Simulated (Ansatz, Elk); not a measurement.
## Mn2InAg4Sn: X-ray structure factors from the self-consistent density

Structure refinements treat a crystal as free atoms side by side. For a made-up structure of Mn2InAg4Sn (cell and positions from a PBEsol relaxation) the runs below show what the calculated density changes in F(hkl).

Method: DFT, PBE, all-electron APW+lo, Dirac cores, scalar-relativistic bands, static density, ferromagnetic start, in Elk 11.2.3 (patched build).

The structure was built from a prototype and need not be the compound's stable phase.

## (1) Set-up

Symmetry: Pmm2, No. 25, orthorhombic system. Conventional cell: a = 3.113 Å, b = 4.466 Å, c = 10.629 Å, α = 90.00°, β = 90.00°, γ = 90.00°. Nearest to Sn lie 7 Ag at 2.90 to 3.09 Å and 2 Sn at 3.11 Å. Nearest to In lie 7 Ag at 2.88 to 3.03 Å and 2 In at 3.11 Å. Ag has 5 Mn at 2.61 to 2.82 Å and 2 Ag at 2.79 Å and 2 In at 3.03 Å nearest. Ag has 4 Ag at 2.79 to 3.11 Å and 2 Mn at 2.86 Å and 4 Sn at 2.90 Å and 1 In at 3.02 Å nearest. Nearest to Ag lie 5 Mn at 2.60 to 2.82 Å and 4 Ag at 2.79 to 3.11 Å and 2 Sn at 3.09 Å. Nearest to Ag lie 4 Ag at 2.79 to 3.11 Å and 2 Mn at 2.86 Å and 4 In at 2.88 Å and 1 Sn at 2.97 Å. Farther neighbours are not listed.

## (2) Ground state and structure factors

An all-electron density is needed, since X-rays see the cores too. Task 0 finds the density and task 195 Fourier-transforms it; tshift is off so that phases refer to the origin typed.

Contents of elk.in:

```
tasks
  0
  195
  196

xctype
  20

spinpol
  .true.

rgkmax
  7.0

gmaxvr
  14.0

lmaxo
  7

lmaxapw
  8

swidth
  0.002

tshift
  .false.

ramdisk
  .false.

hmaxvr
  5.5

maxscl
  120

epspot
  1e-06

reducebf
  0.8

sppath
  './'

avec
  5.88258196409 0.00000000000 0.00000000000
  0.00000000000 8.43901465249 0.00000000000
  0.00000000000 0.00000000000 20.08683517871

atoms
  4
  'Sn.in'
  1
  0.5000000000 0.5000000000 0.3439830005   0.000000 0.000000 0.000000
  'In.in'
  1
  0.0000000000 0.0000000000 0.1527140689   0.000000 0.000000 0.000000
  'Ag.in'
  4
  0.5000000000 0.0000000000 0.9076623701   0.000000 0.000000 0.000000
  0.0000000000 0.0000000000 0.4369168086   0.000000 0.000000 0.000000
  0.0000000000 0.5000000000 0.5945879367   0.000000 0.000000 0.000000
  0.5000000000 0.5000000000 0.0644344662   0.000000 0.000000 0.000000
  'Mn.in'
  2
  0.5000000000 0.0000000000 0.6625561849   0.000000 0.000000 -0.195000
  0.0000000000 0.5000000000 0.8392451641   0.000000 0.000000 -0.195000

ngridk
  6 5 2
```

Launch:

```console
> OMP_NUM_THREADS=4 elk
```

Numbers of over 12 decimals in the logs are rounded to 6 here.

The program printed:

```text
┌─────────────────────────┐
│ Elk code version 11.2.3 │
└─────────────────────────┘

All units are atomic (Hartree, Bohr, etc.)

┌─────────────────────────────────────────────────┐
│ Ground-state run starting from atomic densities │
└─────────────────────────────────────────────────┘

Lattice vectors :
   5.882581964       0.000000000       0.000000000
   0.000000000       8.439014652       0.000000000
   0.000000000       0.000000000       20.08683518

Reciprocal lattice vectors :
   1.068099917       0.000000000       0.000000000
   0.000000000      0.7445401585       0.000000000
   0.000000000       0.000000000      0.3128011581

Unit cell volume      :    997.1746835
Brillouin zone volume :   0.2487530194

Muffin-tin inner radius fraction :   0.1000000000E-01

Nuclei treated as point charges

Species : 1 (Sn)
 parameters loaded from : Sn.in
 name : tin
 nuclear charge    :   -50.00000000
 electronic charge :    50.00000000
 atomic mass :    216395.0922
 muffin-tin radius :    2.600000000
 number of radial points in muffin-tin :   1193
 inner part over the whole radius :   0.9914297220E-02
 number on inner part of muffin-tin    :    850
 approximate nuclear radius :   0.8828114845E-04
 number of mesh points to nuclear radius :    428
 atomic positions (lattice), magnetic fields (Cartesian) :
  1 :   0.50000000  0.50000000  0.34398300    0.00000000  0.00000000  0.00000000

Species : 2 (In)
 parameters loaded from : In.in
 name : indium
 nuclear charge    :   -49.00000000
 electronic charge :    49.00000000
 atomic mass :    209300.4102
 muffin-tin radius :    2.600000000
 number of radial points in muffin-tin :   1193
 inner part over the whole radius :   0.9943151076E-02
 number on inner part of muffin-tin    :    850
 approximate nuclear radius :   0.8768807633E-04
 number of mesh points to nuclear radius :    427
 atomic positions (lattice), magnetic fields (Cartesian) :
  1 :   0.00000000  0.00000000  0.15271407    0.00000000  0.00000000  0.00000000

Species : 3 (Ag)
 parameters loaded from : Ag.in
 name : silver
 nuclear charge    :   -47.00000000
 electronic charge :    47.00000000
 atomic mass :    196631.6998
 muffin-tin radius :    2.529482489
 number of radial points in muffin-tin :   1193
 inner part over the whole radius :   0.9948183577E-02
 number on inner part of muffin-tin    :    849
 approximate nuclear radius :   0.8648227117E-04
 number of mesh points to nuclear radius :    426
 atomic positions (lattice), magnetic fields (Cartesian) :
  1 :   0.50000000  0.00000000  0.90766237    0.00000000  0.00000000  0.00000000
  2 :   0.00000000  0.00000000  0.43691681    0.00000000  0.00000000  0.00000000
  3 :   0.00000000  0.50000000  0.59458794    0.00000000  0.00000000  0.00000000
  4 :   0.50000000  0.50000000  0.06443447    0.00000000  0.00000000  0.00000000

Species : 4 (Mn)
 parameters loaded from : Mn.in
 name : manganese
 nuclear charge    :   -25.00000000
 electronic charge :    25.00000000
 atomic mass :    100145.9370
 muffin-tin radius :    2.334906913
 number of radial points in muffin-tin :    993
 inner part over the whole radius :   0.9878520807E-02
 number on inner part of muffin-tin    :    699
 approximate nuclear radius :   0.7074591925E-04
 number of mesh points to nuclear radius :    331
 atomic positions (lattice), magnetic fields (Cartesian) :
  1 :   0.50000000  0.00000000  0.66255618    0.00000000  0.00000000 -0.19500000
  2 :   0.00000000  0.50000000  0.83924516    0.00000000  0.00000000 -0.19500000

Total number of atoms per unit cell :    8
Total muffin-tin volume :    525.0573600
 ratio of muffin-tin to unit cell volume :   0.5265450163

Spin treatment :
 spin-polarised
 global magnetic field (Cartesian) :    0.000000000       0.000000000       0.000000000
 collinear magnetisation in z-direction

Number of Bravais lattice symmetries :    8
Number of crystal symmetries         :    4
Crystal has no inversion symmetry
Complex Hermitian eigensolver will be used

k-point grid :      6     5     2
[...]
│ Loop number : 30 │
└──────────────────┘

Energies :
 Fermi                       :     0.262313
 sum of occupied eigenvalues :     -21353.161234255
 electron kinetic            :      37285.793643148
 core electron kinetic       :      35814.488662634
 Coulomb                     :     -71906.423819558
 Coulomb potential           :     -57298.308176004
 nuclear-nuclear             :     -4139.2665791178
 electron-nuclear            :     -78356.694035156
 Hartree                     :      10589.536794716
 Madelung                    :     -43257.269731556
 xc potential                :     -1340.0469774973
 xc effective B-field        :    -0.599713
 external B-field            :      0.000000
 exchange                    :     -1010.4222485037
 correlation                 :     -17.688053061157
 electron entropic           :    -0.11259501272401E-02
 total energy                :     -35648.741603925
 (external B-field energy excluded from total)

Density of states at Fermi energy :    83.99121007
 (states/Hartree/unit cell)

Estimated indirect band gap :   0.3765849325E-03
 from k-point 3 to k-point 4
Estimated direct band gap   :   0.9523064800E-03
 at k-point 4

Charges :
 core                        :    192.0000000
 valence                     :    145.0000000
 interstitial                :    11.07173654
 muffin-tins (core leakage)
  species : 1 (Sn)
[...]
species : 2 (In)
[...]
species : 3 (Ag)
[...]
species : 4 (Mn)
[...]
total in muffin-tins        :    325.9282635
 total calculated charge     :    336.9995085
 total charge                :    337.0000000
 error                       :   0.4914735408E-03

Moments :
 interstitial                :   0.3885092071
 muffin-tins
  species : 1 (Sn)
[...]
species : 2 (In)
[...]
species : 3 (Ag)
[...]
species : 4 (Mn)
[...]
total in muffin-tins        :    8.038610780
 total moment                :    8.427119987

RMS change in Kohn-Sham potential (target) :   0.6065749826E-06 (  0.1000000000E-05)
Absolute change in total energy (target)   :   0.1545304258E-04 (  0.1000000000E-03)

Convergence targets achieved

┌──────────────────┐
│ Loop number : 31 │
└──────────────────┘

Energies :
 Fermi                       :     0.262313
 sum of occupied eigenvalues :     -21353.161234168
 electron kinetic            :      37285.793629623
 core electron kinetic       :      35814.488661633
 Coulomb                     :     -71906.423801587
 Coulomb potential           :     -57298.308184747
 nuclear-nuclear             :     -4139.2665791178
 electron-nuclear            :     -78356.693990479
 Hartree                     :      10589.536768010
 Madelung                    :     -43257.269709213
 xc potential                :     -1340.0469587887
 xc effective B-field        :    -0.599712
 external B-field            :      0.000000
 exchange                    :     -1010.4222467641
 correlation                 :     -17.688053122896
 electron entropic           :    -0.11259590904804E-02
 total energy                :     -35648.741597810
 (external B-field energy excluded from total)

Density of states at Fermi energy :    83.99195993
 (states/Hartree/unit cell)

Estimated indirect band gap :   0.3763098577E-03
 from k-point 3 to k-point 4
Estimated direct band gap   :   0.9524365821E-03
 at k-point 4

Charges :
 core                        :    192.0000000
 valence                     :    145.0000000
 interstitial                :    11.07173657
 muffin-tins (core leakage)
  species : 1 (Sn)
[...]
species : 2 (In)
[...]
species : 3 (Ag)
[...]
atom 4                    :    45.88209641     ( -0.3286413985E-06)
  species : 4 (Mn)
   atom 1                    :    23.41405693     ( -0.2230930569E-06)
   atom 2                    :    23.41511771     ( -0.2230931937E-06)
 total in muffin-tins        :    325.9282634
 total calculated charge     :    336.9995085
 total charge                :    337.0000000
 error                       :   0.4914735047E-03

Moments :
 interstitial                :   0.3885088019
 muffin-tins
  species : 1 (Sn)
[...]
species : 2 (In)
[...]
species : 3 (Ag)
[...]
atom 4                    :   0.3558920765E-02
  species : 4 (Mn)
   atom 1                    :    3.963834883
   atom 2                    :    3.966358804
 total in muffin-tins        :    8.038605426
 total moment                :    8.427114228

┌──────────────────────────────┐
│ Self-consistent loop stopped │
└──────────────────────────────┘

Warning : core states of species 2 leak from the muffin-tin :   0.1290239371E-03

Wrote STATE.OUT
```

Elapsed: 22 min, on 4 threads of Arm Neoverse V1, shared host; peak memory 0.79 GiB.

SFACRHO.OUT:

```text

h k l indices transformed by vhmat matrix:
   1.000000000       0.000000000       0.000000000    
   0.000000000       1.000000000       0.000000000    
   0.000000000       0.000000000       1.000000000    

      h      k      l  multipl.   |H|            Re(F)            Im(F)           |F|

      0      0      0      1   0.0000000       337.00000      0.13825692E-15   337.00000    
      0      0      1      1  0.31280116      0.73515097       23.452786       23.464305    
      0      0     -1      1  0.31280116      0.73515097      -23.452786       23.464305    
      0      0      2      1  0.62560232       41.820301      0.66969670       41.825663    
      0      0     -2      1  0.62560232       41.820301     -0.66969670       41.825663    
      0      1      0      2  0.74454016     -0.81888382      0.18217173E-13  0.81888382    
      0      1      1      2  0.80757948       19.823627      -1.1497711       19.856942    
      0     -1     -1      2  0.80757948       19.823627       1.1497711       19.856942    
      0      0      3      1  0.93840347       2.1893187       11.844267       12.044906    
      0      0     -3      1  0.93840347       2.1893187      -11.844267       12.044906    
      0      1      2      2  0.97248049       3.1073954      -17.204857       17.483221    
      0     -1     -2      2  0.97248049       3.1073954       17.204857       17.483221    
     -1      0      0      2   1.0680999     -0.71441042      0.45247415E-13  0.71441042    
      1      0      1      2   1.1129609      -71.499591      -1.7470889       71.520933    
      1      0     -1      2   1.1129609      -71.499591       1.7470889       71.520933    
      0      1      3      2   1.1978903      -83.950689       2.3364284       83.983195    
      0     -1     -3      2   1.1978903      -83.950689      -2.3364284       83.983195    
      1      0     -2      2   1.2378270       1.6839762      -56.959337       56.984224
```

Elk indexes on the primitive cell of elk.in and gives |H| = 4π sin θ/λ in inverse bohr. Below, one row stands for each form hkl of the conventional cell (m members, Friedel mates merged), F is for one primitive cell and the density is static (no thermal factor). Free-atom factors are Waasmaier and Kirfel's, and R is Σm||F|−|F'||/Σm|F|.

| hkl | m | sin θ/λ (Å⁻¹) | abs F, DFT | neutral atoms | diff. | abs of complex diff. |
| --- | --- | --- | --- | --- | --- | --- |
| 001 | 2 | 0.047 | 23.464 | 23.571 | -0.107 | 0.107 |
| 002 | 2 | 0.094 | 41.826 | 42.083 | -0.257 | 0.257 |
| 010 | 2 | 0.112 | 0.819 | 0.795 | +0.024 | 0.024 |
| 011 | 4 | 0.121 | 19.857 | 19.991 | -0.134 | 0.140 |
| 003 | 2 | 0.141 | 12.045 | 12.089 | -0.044 | 0.074 |
| 012 | 4 | 0.146 | 17.483 | 18.077 | -0.594 | 0.606 |
| 100 | 2 | 0.161 | 0.714 | 0.689 | +0.025 | 0.025 |
| 101 | 4 | 0.167 | 71.521 | 72.105 | -0.584 | 0.585 |
| 013 | 4 | 0.180 | 83.983 | 84.196 | -0.213 | 0.213 |
| 102 | 4 | 0.186 | 56.984 | 57.103 | -0.119 | 0.120 |
| 004 | 2 | 0.188 | 140.224 | 140.600 | -0.377 | 0.379 |
| 110 | 4 | 0.196 | 42.092 | 42.121 | -0.029 | 0.029 |
| 111 | 8 | 0.201 | 169.273 | 169.937 | -0.664 | 0.664 |
| 103 | 4 | 0.214 | 125.474 | 125.913 | -0.439 | 0.439 |
| 112 | 8 | 0.217 | 11.139 | 11.274 | -0.135 | 0.137 |
| 014 | 4 | 0.219 | 207.119 | 208.251 | -1.132 | 1.132 |
| 020 | 2 | 0.224 | 259.152 | 260.486 | -1.334 | 1.334 |
| 021 | 4 | 0.229 | 20.615 | 20.559 | +0.056 | 0.058 |
| 005 | 2 | 0.235 | 10.487 | 10.714 | -0.227 | 0.266 |
| 113 | 8 | 0.241 | 156.251 | 157.229 | -0.977 | 0.978 |
| 022 | 4 | 0.243 | 33.957 | 34.320 | -0.363 | 0.363 |
| 104 | 4 | 0.247 | 42.629 | 42.716 | -0.087 | 0.088 |

## (3) The magnetisation density

The same run holds the spin density, and task 196 transforms it. The order is that of the start, and no other was tried.

SFACMAG_1.OUT:

```text

h k l indices transformed by vhmat matrix:
   1.000000000       0.000000000       0.000000000    
   0.000000000       1.000000000       0.000000000    
   0.000000000       0.000000000       1.000000000    

      h      k      l  multipl.   |H|            Re(F)            Im(F)           |F|

      0      0      0      1   0.0000000       8.4271146      0.65264354E-17   8.4271146    
      0      0      1      1  0.31280116      0.25893178E-01  -6.9082237       6.9082722    
      0      0     -1      1  0.31280116      0.25893178E-01   6.9082237       6.9082722    
      0      0      2      1  0.62560232      -3.2683234     -0.53745010E-01   3.2687653    
      0      0     -2      1  0.62560232      -3.2683234      0.53745010E-01   3.2687653    
      0      1      0      2  0.74454016     -0.94557195E-02  0.37874058E-15  0.94557195E-02
      0      1      1      2  0.80757948      -3.6460267     -0.19755366E-01   3.6460802    
      0     -1     -1      2  0.80757948      -3.6460267      0.19755366E-01   3.6460802    
      0      0      3      1  0.93840347      0.98402979E-02 -0.70673986      0.70680836    
      0      0     -3      1  0.93840347      0.98402979E-02  0.70673986      0.70680836    
      0      1      2      2  0.97248049     -0.47563463E-01   5.7212816       5.7214793    
      0     -1     -2      2  0.97248049     -0.47563463E-01  -5.7212816       5.7214793    
     -1      0      0      2   1.0680999     -0.21624479E-01  0.94348584E-15  0.21624479E-01
      1      0      1      2   1.1129609       3.1153657      0.13175303E-01   3.1153936    
      1      0     -1      2   1.1129609       3.1153657     -0.13175303E-01   3.1153936    
      0      1      3      2   1.1978903       5.7626672      0.10528735       5.7636290
```

The total moment is 8.43 μB a cell; sphere moments: Sn1 +0.01, In2 -0.01, Ag3 +0.05, Ag4 +0.01, Ag5 +0.05, Ag6 0.00, Mn7 +3.96, Mn8 +3.97 μB. Polarised neutrons measure spin and orbital magnetisation together; without spin-orbit coupling the run gives the spin part:

| hkl | sin θ/λ (Å⁻¹) | abs F_M (μB) |
| --- | --- | --- |
| 001 | 0.047 | 6.908 |
| 002 | 0.094 | 3.269 |
| 010 | 0.112 | 0.009 |
| 011 | 0.121 | 3.646 |
| 003 | 0.141 | 0.707 |
| 012 | 0.146 | 5.721 |
| 100 | 0.161 | 0.022 |
| 101 | 0.167 | 3.115 |
| 013 | 0.180 | 5.764 |
| 102 | 0.186 | 4.982 |
| 004 | 0.188 | 3.394 |
| 110 | 0.196 | 5.473 |
| 111 | 0.201 | 4.501 |
| 103 | 0.214 | 4.929 |

(Continued in part 2 of 2.)

[Logs are printed without paths, hosts, clocks, repeated set-up lines and the standing remarks that a program may print on its own settings, such as how far it seeks lower states.]

[Hosts, paths, dates, database ids (printed as entryN), source tags and the programs' standing remarks are cut or masked in the printed files.]
